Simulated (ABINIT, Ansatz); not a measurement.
# Quasiparticle gap of TiO2 (Anatase) in ABINIT, part 2 of 3

Wanted: ground state, empty states, screening and self-energy for TiO2 (Anatase).

ABINIT 10.8.3; PBE and many-body steps on it, plane waves. Known limits of the many-body steps: not at the basis limit.

So far. Step 2 (Ground state): The gap is indirect, with the least direct gap 0.31 eV higher.

**3. Bands along the symmetry lines**

Level of this step: DFT, PBE, plane waves, norm-conserving pseudopotentials (ABINIT).

Levels along a band path, at the cheap level, show where the edges lie and whether the meshes to come will hold them.

run.abi reads:

```
acell 3*1.0 Angstrom
rprim 
  -1.892100000000 1.892100000000 4.757300000000
  1.892100000000 -1.892100000000 4.757300000000
  1.892100000000 1.892100000000 -4.757300000000
ntypat 2
znucl 22 8
natom 6
typat 1 1 2 2 2 2
xred 
  0.000000000000 0.000000000000 0.000000000000
  0.750000000000 0.250000000000 0.500000000000
  0.208100000000 0.208100000000 0.000000000000
  0.958100000000 0.458100000000 0.500000000000
  0.541900000000 0.041900000000 0.500000000000
  0.791900000000 0.791900000000 0.000000000000
pp_dirpath "pseudos"
pseudos "Ti.upf, O.upf"
ecut 38
iscf -2
irdden 1
kptopt 0
nkpt 76
kpt 
  0.00000000 0.00000000 0.00000000
  0.00000000 0.00000000 0.06250000
  0.00000000 0.00000000 0.12500000
  0.00000000 0.00000000 0.18750000
  0.00000000 0.00000000 0.25000000
  0.00000000 0.00000000 0.31250000
  0.00000000 0.00000000 0.37500000
  0.00000000 0.00000000 0.43750000
  0.00000000 0.00000000 0.50000000
  0.03125000 0.03125000 0.46875000
  0.06250000 0.06250000 0.43750000
  0.09375000 0.09375000 0.40625000
  0.12500000 0.12500000 0.37500000
  0.15625000 0.15625000 0.34375000
  0.18750000 0.18750000 0.31250000
  0.21875000 0.21875000 0.28125000
  0.25000000 0.25000000 0.25000000
  0.21875000 0.28125000 0.21875000
  0.18750000 0.31250000 0.18750000
  0.15625000 0.34375000 0.15625000
  0.12500000 0.37500000 0.12500000
  0.09375000 0.40625000 0.09375000
  0.06250000 0.43750000 0.06250000
  0.03125000 0.46875000 0.03125000
  0.00000000 0.50000000 0.00000000
  0.00000000 0.43750000 0.00000000
  0.00000000 0.37500000 0.00000000
  0.00000000 0.31250000 0.00000000
  0.00000000 0.25000000 0.00000000
  0.00000000 0.18750000 0.00000000
  0.00000000 0.12500000 0.00000000
  0.00000000 0.06250000 0.00000000
  0.00000000 0.00000000 0.00000000
  0.06250000 0.06250000 -0.06250000
  0.12500000 0.12500000 -0.12500000
  0.18750000 0.18750000 -0.18750000
  0.25000000 0.25000000 -0.25000000
  0.31250000 0.31250000 -0.31250000
  0.37500000 0.37500000 -0.37500000
  0.43750000 0.43750000 -0.43750000
  0.50000000 0.50000000 -0.50000000
  0.47369330 0.52630670 -0.47369330
  0.44738660 0.55261340 -0.44738660
  0.42107990 0.57892010 -0.42107990
  0.39477321 0.60522679 -0.39477321
  0.36846651 0.63153349 -0.36846651
  0.34215981 0.65784019 -0.34215981
  0.31585311 0.68414689 -0.31585311
  0.28954641 0.71045359 -0.28954641
  -0.28954641 0.28954641 0.28954641
  -0.25335311 0.25335311 0.25335311
  -0.21715981 0.21715981 0.21715981
  -0.18096651 0.18096651 0.18096651
  -0.14477320 0.14477320 0.14477320
  -0.10857990 0.10857990 0.10857990
  -0.07238660 0.07238660 0.07238660
  -0.03619330 0.03619330 0.03619330
  0.00000000 0.00000000 0.00000000
  0.00000000 0.00000000 0.50000000
  -0.00988660 0.00988660 0.50000000
  -0.01977321 0.01977321 0.50000000
  -0.02965981 0.02965981 0.50000000
  -0.03954642 0.03954642 0.50000000
  -0.04943302 0.04943302 0.50000000
  -0.05931962 0.05931962 0.50000000
  -0.06920623 0.06920623 0.50000000
  -0.07909283 0.07909283 0.50000000
  0.50000000 0.50000000 -0.07909283
  0.50000000 0.50000000 -0.13170623
  0.50000000 0.50000000 -0.18431962
  0.50000000 0.50000000 -0.23693302
  0.50000000 0.50000000 -0.28954642
  0.50000000 0.50000000 -0.34215981
  0.50000000 0.50000000 -0.39477321
  0.50000000 0.50000000 -0.44738660
  0.50000000 0.50000000 -0.50000000
istwfk *1
nband 31
nbdbuf 2
tolwfr 1e-08
nstep 40
prtwf 0
prtvol 0
indata_prefix "in"
outdata_prefix "out"
tmpdata_prefix "tmp"
```

Started as:

```
$ OMP_NUM_THREADS=1 mpirun -n 4 abinit run.abi > log
```

Numbers of over 12 decimals in the logs are rounded to 6 here.

What it wrote:

```text
.Version 10.8.3 of ABINIT. v10.8.2 released Aug 2026.

 Symmetries : space group I4_1/a m d (#141); Bravais tI (body-center tetrag.)
[... echo of the input left out ...]
== DATASET  1 ==================================================================
-   mpi_nproc: 4, omp_nthreads: 1 (-1 if OMP is not activated)

--- !DatasetInfo
iteration_state: {dtset: 1, }
dimensions: {natom: 6, nkpt: 76, mband: 31, nsppol: 1, nspinor: 1, nspden: 1, mpw: 5174, }
cutoff_energies: {ecut:  38.0, pawecutdg:  -1.0, }
electrons: {nelect:   4.80000000E+01, charge:   0.00000000E+00, occopt:   1.00000000E+00, tsmear:   1.00000000E-02, }

 Real(R)+Recip(G) space primitive vectors, cartesian coordinates (Bohr,Bohr^-1):
 R(1)= -3.5755508  3.5755508  8.9899941  G(1)=  0.0000000  0.1398386  0.0556174
 R(2)=  3.5755508 -3.5755508  8.9899941  G(2)=  0.1398386  0.0000000  0.0556174
 R(3)=  3.5755508  3.5755508 -8.9899941  G(3)=  0.1398386  0.1398386  0.0000000
 Unit cell volume ucvol=  4.5973260E+02 bohr^3
 Angles (23,13,12)=  1.39434593E+02  1.39434593E+02  5.87128032E+01 degrees

 getcut: wavevector=  0.0000  0.0000  0.0000  ngfft=  60  60  60
         ecut(hartree)=     38.000   => boxcut(ratio)=   2.09654

--- Pseudopotential description ------------------------------------------------
- Ti Generated using ONCVPSP code by D. R. Hamann
- 22.00000  12.00000  171031                  znucl, zion, pspdat
12 -101130 2 -1 1586                          pspcod,pspxc,lmax,lloc,mmax
     nproj     2     2     2
  pspatm : epsatm=   14.68144553
         --- l  ekb(1:nproj) -->
             0   11.362348    1.263639
             1    1.975402   -0.084666
             2   -5.186090   -1.477451
 pspatm: atomic psp has been read  and splines computed

- O Generated using ONCVPSP code by D. R. Hamann
-  8.00000   6.00000  171031                  znucl, zion, pspdat
12 -101130 2 -1 936                           pspcod,pspxc,lmax,lloc,mmax
     nproj     2     2     1
  pspatm : epsatm=    6.19545534
         --- l  ekb(1:nproj) -->
[...]
2   -1.331955
 pspatm: atomic psp has been read  and splines computed

--------------------------------------------------------------------------------

================================================================================
 prteigrs : about to open file out_EIG
 Non-SCF case, kpt    1 (  0.00000  0.00000  0.00000), residuals and eigenvalues=
  8.80E-09  3.41E-09  8.12E-09  4.55E-09  6.70E-09  5.07E-09  6.60E-09  2.55E-09
  8.75E-09  6.50E-09  4.37E-09  5.19E-09  3.05E-09  4.58E-09  9.65E-09  3.99E-09
  5.15E-09  5.34E-09  9.92E-09  4.23E-09  6.85E-09  4.27E-09  4.12E-09  6.23E-09
  6.43E-09  8.56E-09  9.13E-09  6.72E-09  6.84E-09  6.92E-09  9.76E-05
 -1.9185E+00 -1.9163E+00 -1.0546E+00 -1.0458E+00 -1.0458E+00 -1.0432E+00
 -1.0432E+00 -1.0400E+00 -4.9493E-01 -4.5758E-01 -4.5221E-01 -4.3977E-01
[...]
1.0230E-01  1.0230E-01  1.0539E-01  1.0539E-01  1.4716E-01  1.4716E-01
  2.4407E-01  2.4407E-01  2.9217E-01  2.9217E-01  3.0912E-01  3.0912E-01
  3.3636E-01

--- !ResultsGS
iteration_state: {dtset: 1, }
comment   : Summary of ground state results
lattice_vectors:
- [ -3.5755508,   3.5755508,   8.9899941, ]
- [  3.5755508,  -3.5755508,   8.9899941, ]
- [  3.5755508,   3.5755508,  -8.9899941, ]
lattice_lengths: [  10.31451,   10.31451,   10.31451, ]
lattice_angles: [139.435, 139.435,  58.713, ] # degrees, (23, 13, 12)
lattice_volume:   4.5973260E+02
convergence: {deltae:  0.000E+00, res2:  0.000E+00, residm:  9.996E-09, diffor:  0.000E+00, }
etotal    :  -1.85216948E+02
entropy   :   0.00000000E+00
fermie    :   1.50508157E-01
cartesian_stress_tensor: null
pressure_GPa: null
xred      :
- [  0.0000E+00,   0.0000E+00,   0.0000E+00, Ti]
- [  7.5000E-01,   2.5000E-01,   5.0000E-01, Ti]
- [  2.0810E-01,   2.0810E-01,  -3.2879E-19,  O]
- [  9.5810E-01,   4.5810E-01,   5.0000E-01,  O]
- [  5.4190E-01,   4.1900E-02,   5.0000E-01,  O]
- [  7.9190E-01,   7.9190E-01,  -1.2512E-18,  O]
cartesian_forces: null
force_length_stats: {min: null, max: null, mean: null, }

 Integrated electronic density in atomic spheres:
 ------------------------------------------------
 Atom  Sphere_radius  Integrated_density
[...]
================================================================================

 ----iterations are completed or convergence reached----

 Mean square residual over all n,k,spin=   62.310E-10; max=  99.956E-10
 reduced coordinates (array xred) for    6 atoms
[...]
0.541900000000      0.041900000000      0.500000000000
       0.791900000000      0.791900000000     -0.000000000000

 cartesian coordinates (angstrom) at end:
    1      0.000000     0.000000     0.000000
    2      0.000000     1.892100     2.378650
    3      0.000000    -0.000000     1.979988
    4      0.000000     1.892100     4.358638
    5     -0.000000     1.892100     0.398662
    6      0.000000    -0.000000     7.534612
 length scales=  1.889726125908  1.889726125908  1.889726125908 bohr
              =  1.000000000000  1.000000000000  1.000000000000 angstroms
 prteigrs : about to open file out_EIG
 Eigenvalues (hartree) for nkpt=  76  k points:
 kpt#   1, nband= 31, wtk=  1.00000, kpt=  0.0000  0.0000  0.0000 (reduced coord)
[...]
kpt#   2, nband= 31, wtk=  1.00000, kpt=  0.0000  0.0000  0.0625 (reduced coord)
[...]
kpt#   3, nband= 31, wtk=  1.00000, kpt=  0.0000  0.0000  0.1250 (reduced coord)
[...]
kpt#  75, nband= 31, wtk=  1.00000, kpt=  0.5000  0.5000 -0.4474 (reduced coord)
[...]
0.24693    0.24693    0.29047    0.29047    0.30424    0.30424    0.34251
 kpt#  76, nband= 31, wtk=  1.00000, kpt=  0.5000  0.5000 -0.5000 (reduced coord)
[...]
-0.47333   -0.47333   -0.44981   -0.44981    0.01469    0.01469    0.01653    0.01653
   0.07689    0.07689    0.10230    0.10230    0.10539    0.10539    0.14716    0.14716
   0.24407    0.24407    0.29217    0.29217    0.30912    0.30912    0.33636

== END DATASET(S) ==============================================================
================================================================================

 -outvars: echo values of variables after computation  --------
            nband          31
             nkpt          76
          spgroup         141
 [... the other variables as echoed above ...]

 Calculation completed.
```

It took 2.4 min on 4 MPI ranks of Arm Neoverse V2, shared host; peak memory 0.5 GiB.

This step gave:

```yaml
gap: 2.141 eV
k_of_the_valence_top: 0, 0, 0.4375
k_of_the_conduction_bottom: 0, 0, 0
least_direct_gap: 2.492 eV
```

The gap is 2.141 eV, −0.045 eV from the run before at this level.

The electronic bands at the labelled points (eV, zero at the top of the highest filled band):

```csv
point,band 21,band 22,band 23,band 24,band 25,band 26,band 27,band 28
Γ,-0.78,-0.78,-0.48,-0.48,2.14,2.89,4.02,4.02
halfway,-1.84,-0.96,-0.61,-0.25,3.01,3.16,3.54,3.77
X,-2.07,-2.07,-0.05,-0.05,3.38,3.38,3.85,3.85
halfway,-1.81,-1.81,-0.14,-0.14,3.45,3.45,3.78,3.78
P,-1.60,-1.60,-0.24,-0.24,3.61,3.61,3.64,3.64
halfway,-1.90,-0.97,-0.60,-0.35,3.18,3.32,3.71,3.73
N,-1.96,-0.95,-0.86,-0.65,3.27,3.58,3.60,3.70
halfway,-1.35,-0.80,-0.80,-0.53,3.00,3.26,3.36,3.64
Γ,-0.78,-0.78,-0.48,-0.48,2.14,2.89,4.02,4.02
halfway,-1.08,-1.08,-0.25,-0.25,2.24,2.77,3.86,3.86
M,-1.27,-1.27,-0.14,-0.14,2.50,2.50,3.81,3.81
halfway,-1.32,-0.72,-0.61,-0.57,2.76,3.23,3.44,3.58
S,-1.20,-0.94,-0.91,-0.84,3.24,3.52,3.60,3.66
jump to S0,-1.20,-0.94,-0.91,-0.84,3.24,3.52,3.60,3.66
halfway,-1.49,-0.92,-0.84,-0.58,3.15,3.34,3.37,3.66
Γ,-0.78,-0.78,-0.48,-0.48,2.14,2.89,4.02,4.02
jump to X,-2.07,-2.07,-0.05,-0.05,3.38,3.38,3.85,3.85
halfway,-2.02,-2.02,-0.06,-0.06,3.37,3.37,3.83,3.83
R,-1.91,-1.91,-0.09,-0.09,3.35,3.35,3.79,3.79
jump to G,-1.91,-1.91,-0.09,-0.09,3.35,3.35,3.79,3.79
halfway,-1.09,-1.09,-0.53,-0.53,3.08,3.08,3.58,3.58
M,-1.27,-1.27,-0.14,-0.14,2.50,2.50,3.81,3.81
```

**4. Empty states on the mesh, 4×4×4 mesh, 249 bands**

The sums over transitions need many empty states on a uniform mesh; this step solves for them.

run.abi reads:

```
acell 3*1.0 Angstrom
rprim 
  -1.892100000000 1.892100000000 4.757300000000
  1.892100000000 -1.892100000000 4.757300000000
  1.892100000000 1.892100000000 -4.757300000000
ntypat 2
znucl 22 8
natom 6
typat 1 1 2 2 2 2
xred 
  0.000000000000 0.000000000000 0.000000000000
  0.750000000000 0.250000000000 0.500000000000
  0.208100000000 0.208100000000 0.000000000000
  0.958100000000 0.458100000000 0.500000000000
  0.541900000000 0.041900000000 0.500000000000
  0.791900000000 0.791900000000 0.000000000000
pp_dirpath "pseudos"
pseudos "Ti.upf, O.upf"
ecut 38
ngkpt 4 4 4
nshiftk 1
shiftk 0 0 0
kptopt 1
chksymbreak 0
iscf -2
irdden 1
istwfk *1
nband 249
nbdbuf 22
tolwfr 1e-09
nstep 60
prtvol 0
indata_prefix "in"
outdata_prefix "out"
tmpdata_prefix "tmp"
```

What it wrote:

```text
.Version 10.8.3 of ABINIT. v10.8.2 released Aug 2026.

 Symmetries : space group I4_1/a m d (#141); Bravais tI (body-center tetrag.)
[... echo of the input left out ...]
== DATASET  1 ==================================================================
-   mpi_nproc: 4, omp_nthreads: 1 (-1 if OMP is not activated)

--- !DatasetInfo
iteration_state: {dtset: 1, }
dimensions: {natom: 6, nkpt: 13, mband: 249, nsppol: 1, nspinor: 1, nspden: 1, mpw: 5174, }
cutoff_energies: {ecut:  38.0, pawecutdg:  -1.0, }
electrons: {nelect:   4.80000000E+01, charge:   0.00000000E+00, occopt:   1.00000000E+00, tsmear:   1.00000000E-02, }

 Real(R)+Recip(G) space primitive vectors, cartesian coordinates (Bohr,Bohr^-1):
 R(1)= -3.5755508  3.5755508  8.9899941  G(1)=  0.0000000  0.1398386  0.0556174
 R(2)=  3.5755508 -3.5755508  8.9899941  G(2)=  0.1398386  0.0000000  0.0556174
 R(3)=  3.5755508  3.5755508 -8.9899941  G(3)=  0.1398386  0.1398386  0.0000000
 Unit cell volume ucvol=  4.5973260E+02 bohr^3
 Angles (23,13,12)=  1.39434593E+02  1.39434593E+02  5.87128032E+01 degrees

 getcut: wavevector=  0.0000  0.0000  0.0000  ngfft=  60  60  60
         ecut(hartree)=     38.000   => boxcut(ratio)=   2.09654

--- Pseudopotential description ------------------------------------------------
- Ti Generated using ONCVPSP code by D. R. Hamann
- 22.00000  12.00000  171031                  znucl, zion, pspdat
12 -101130 2 -1 1586                          pspcod,pspxc,lmax,lloc,mmax
     nproj     2     2     2
  pspatm : epsatm=   14.68144553
         --- l  ekb(1:nproj) -->
             0   11.362348    1.263639
             1    1.975402   -0.084666
             2   -5.186090   -1.477451
 pspatm: atomic psp has been read  and splines computed

- O Generated using ONCVPSP code by D. R. Hamann
-  8.00000   6.00000  171031                  znucl, zion, pspdat
12 -101130 2 -1 936                           pspcod,pspxc,lmax,lloc,mmax
     nproj     2     2     1
  pspatm : epsatm=    6.19545534
         --- l  ekb(1:nproj) -->
[...]
2   -1.331955
 pspatm: atomic psp has been read  and splines computed

--------------------------------------------------------------------------------

================================================================================
 prteigrs : about to open file out_EIG
 Non-SCF case, kpt    1 (  0.00000  0.00000  0.00000), residuals and eigenvalues=
  6.01E-11  6.76E-11  2.56E-10  2.71E-10  1.64E-10  2.39E-10  2.46E-10  2.14E-10
  5.80E-11  8.41E-11  1.21E-10  1.20E-10  1.46E-10  1.47E-10  1.90E-10  1.39E-10
  1.43E-10  2.53E-10  1.61E-10  2.06E-10  1.75E-10  2.61E-10  1.64E-10  1.55E-10
[...]
1.77E-03
 -1.9185E+00 -1.9163E+00 -1.0546E+00 -1.0458E+00 -1.0458E+00 -1.0432E+00
 -1.0432E+00 -1.0400E+00 -4.9493E-01 -4.5758E-01 -4.5221E-01 -4.3977E-01
  7.0812E-03  1.1453E-02  1.1453E-02  2.6319E-02  7.5837E-02  7.5837E-02
[...]
4.3627E+00  4.3627E+00  4.3972E+00  4.4031E+00  4.4081E+00  4.4081E+00
  4.4394E+00  4.4394E+00  4.4404E+00  4.5188E+00  4.5417E+00  4.5454E+00
[...]
prteigrs : prtvol=0 or 1, do not print more k-points.

--- !ResultsGS
iteration_state: {dtset: 1, }
comment   : Summary of ground state results
lattice_vectors:
- [ -3.5755508,   3.5755508,   8.9899941, ]
- [  3.5755508,  -3.5755508,   8.9899941, ]
- [  3.5755508,   3.5755508,  -8.9899941, ]
lattice_lengths: [  10.31451,   10.31451,   10.31451, ]
lattice_angles: [139.435, 139.435,  58.713, ] # degrees, (23, 13, 12)
lattice_volume:   4.5973260E+02
convergence: {deltae:  0.000E+00, res2:  0.000E+00, residm:  9.962E-10, diffor:  0.000E+00, }
etotal    :  -1.85216948E+02
entropy   :   0.00000000E+00
fermie    :   1.50508157E-01
cartesian_stress_tensor: null
pressure_GPa: null
xred      :
- [  0.0000E+00,   0.0000E+00,   0.0000E+00, Ti]
- [  7.5000E-01,   2.5000E-01,   5.0000E-01, Ti]
- [  2.0810E-01,   2.0810E-01,  -3.2879E-19,  O]
- [  9.5810E-01,   4.5810E-01,   5.0000E-01,  O]
- [  5.4190E-01,   4.1900E-02,   5.0000E-01,  O]
- [  7.9190E-01,   7.9190E-01,  -1.2512E-18,  O]
cartesian_forces: null
force_length_stats: {min: null, max: null, mean: null, }

 Integrated electronic density in atomic spheres:
 ------------------------------------------------
 Atom  Sphere_radius  Integrated_density
[...]
================================================================================

 ----iterations are completed or convergence reached----

 Mean square residual over all n,k,spin=   39.206E-11; max=  99.618E-11
 reduced coordinates (array xred) for    6 atoms
[...]
0.541900000000      0.041900000000      0.500000000000
       0.791900000000      0.791900000000     -0.000000000000

 cartesian coordinates (angstrom) at end:
    1      0.000000     0.000000     0.000000
    2      0.000000     1.892100     2.378650
    3      0.000000    -0.000000     1.979988
    4      0.000000     1.892100     4.358638
    5     -0.000000     1.892100     0.398662
    6      0.000000    -0.000000     7.534612
 length scales=  1.889726125908  1.889726125908  1.889726125908 bohr
              =  1.000000000000  1.000000000000  1.000000000000 angstroms
 prteigrs : about to open file out_EIG
 Eigenvalues (hartree) for nkpt=  13  k points:
 kpt#   1, nband=249, wtk=  0.01563, kpt=  0.0000  0.0000  0.0000 (reduced coord)
[...]
4.31828    4.35266    4.36272    4.36272    4.39716    4.40305    4.40812    4.40812
   4.43939    4.43939    4.44039    4.51875    4.54168    4.54539    4.56230    4.56389
   4.57333
 prteigrs : prtvol=0 or 1, do not print more k-points.

== END DATASET(S) ==============================================================
================================================================================

 -outvars: echo values of variables after computation  --------
            nband         249
             nkpt          13
          spgroup         141
 [... the other variables as echoed above ...]

 Calculation completed.
```

Elapsed: 3.6 min, on 4 MPI ranks; peak memory 0.63 GiB; 14 min of CPU time.

Numbers from this step:

* gap: 2.189 eV
* k of the valence top: 0.5, 0.5, 0
* k of the conduction bottom: 0, 0, 0
* least direct gap: 2.492 eV
* k points computed: 13
* lowest point of the top converged band, above the valence top: 109.4788 eV

On this mesh the gap is 2.189 eV.

[end of part 2 of 3]

[Paths, hosts, dates, memory and timing lines, banners, echoed tables and standing remarks are left out of the program output.]

[Logs are printed without paths, hosts, clocks, repeated set-up lines and the standing remarks that a program may print on its own settings, such as how far it seeks lower states.]

[Runs of the session that timed out or met a known fault of the program may be left out.]

[Hosts, paths, dates, database ids (printed as entryN), source tags and the programs' standing remarks are cut or masked in the printed files.]

[G0W0 gaps are taken among the corrected bands and points alone; a level outside them can change the order at an edge.]

[Where Ansatz stands beside ABINIT at settings called matched, ABINIT's density can come from a denser mesh and the files from another edition; pairs whose starting gaps differed by over 0.03 eV were left out, so agreement reads better than it is.]
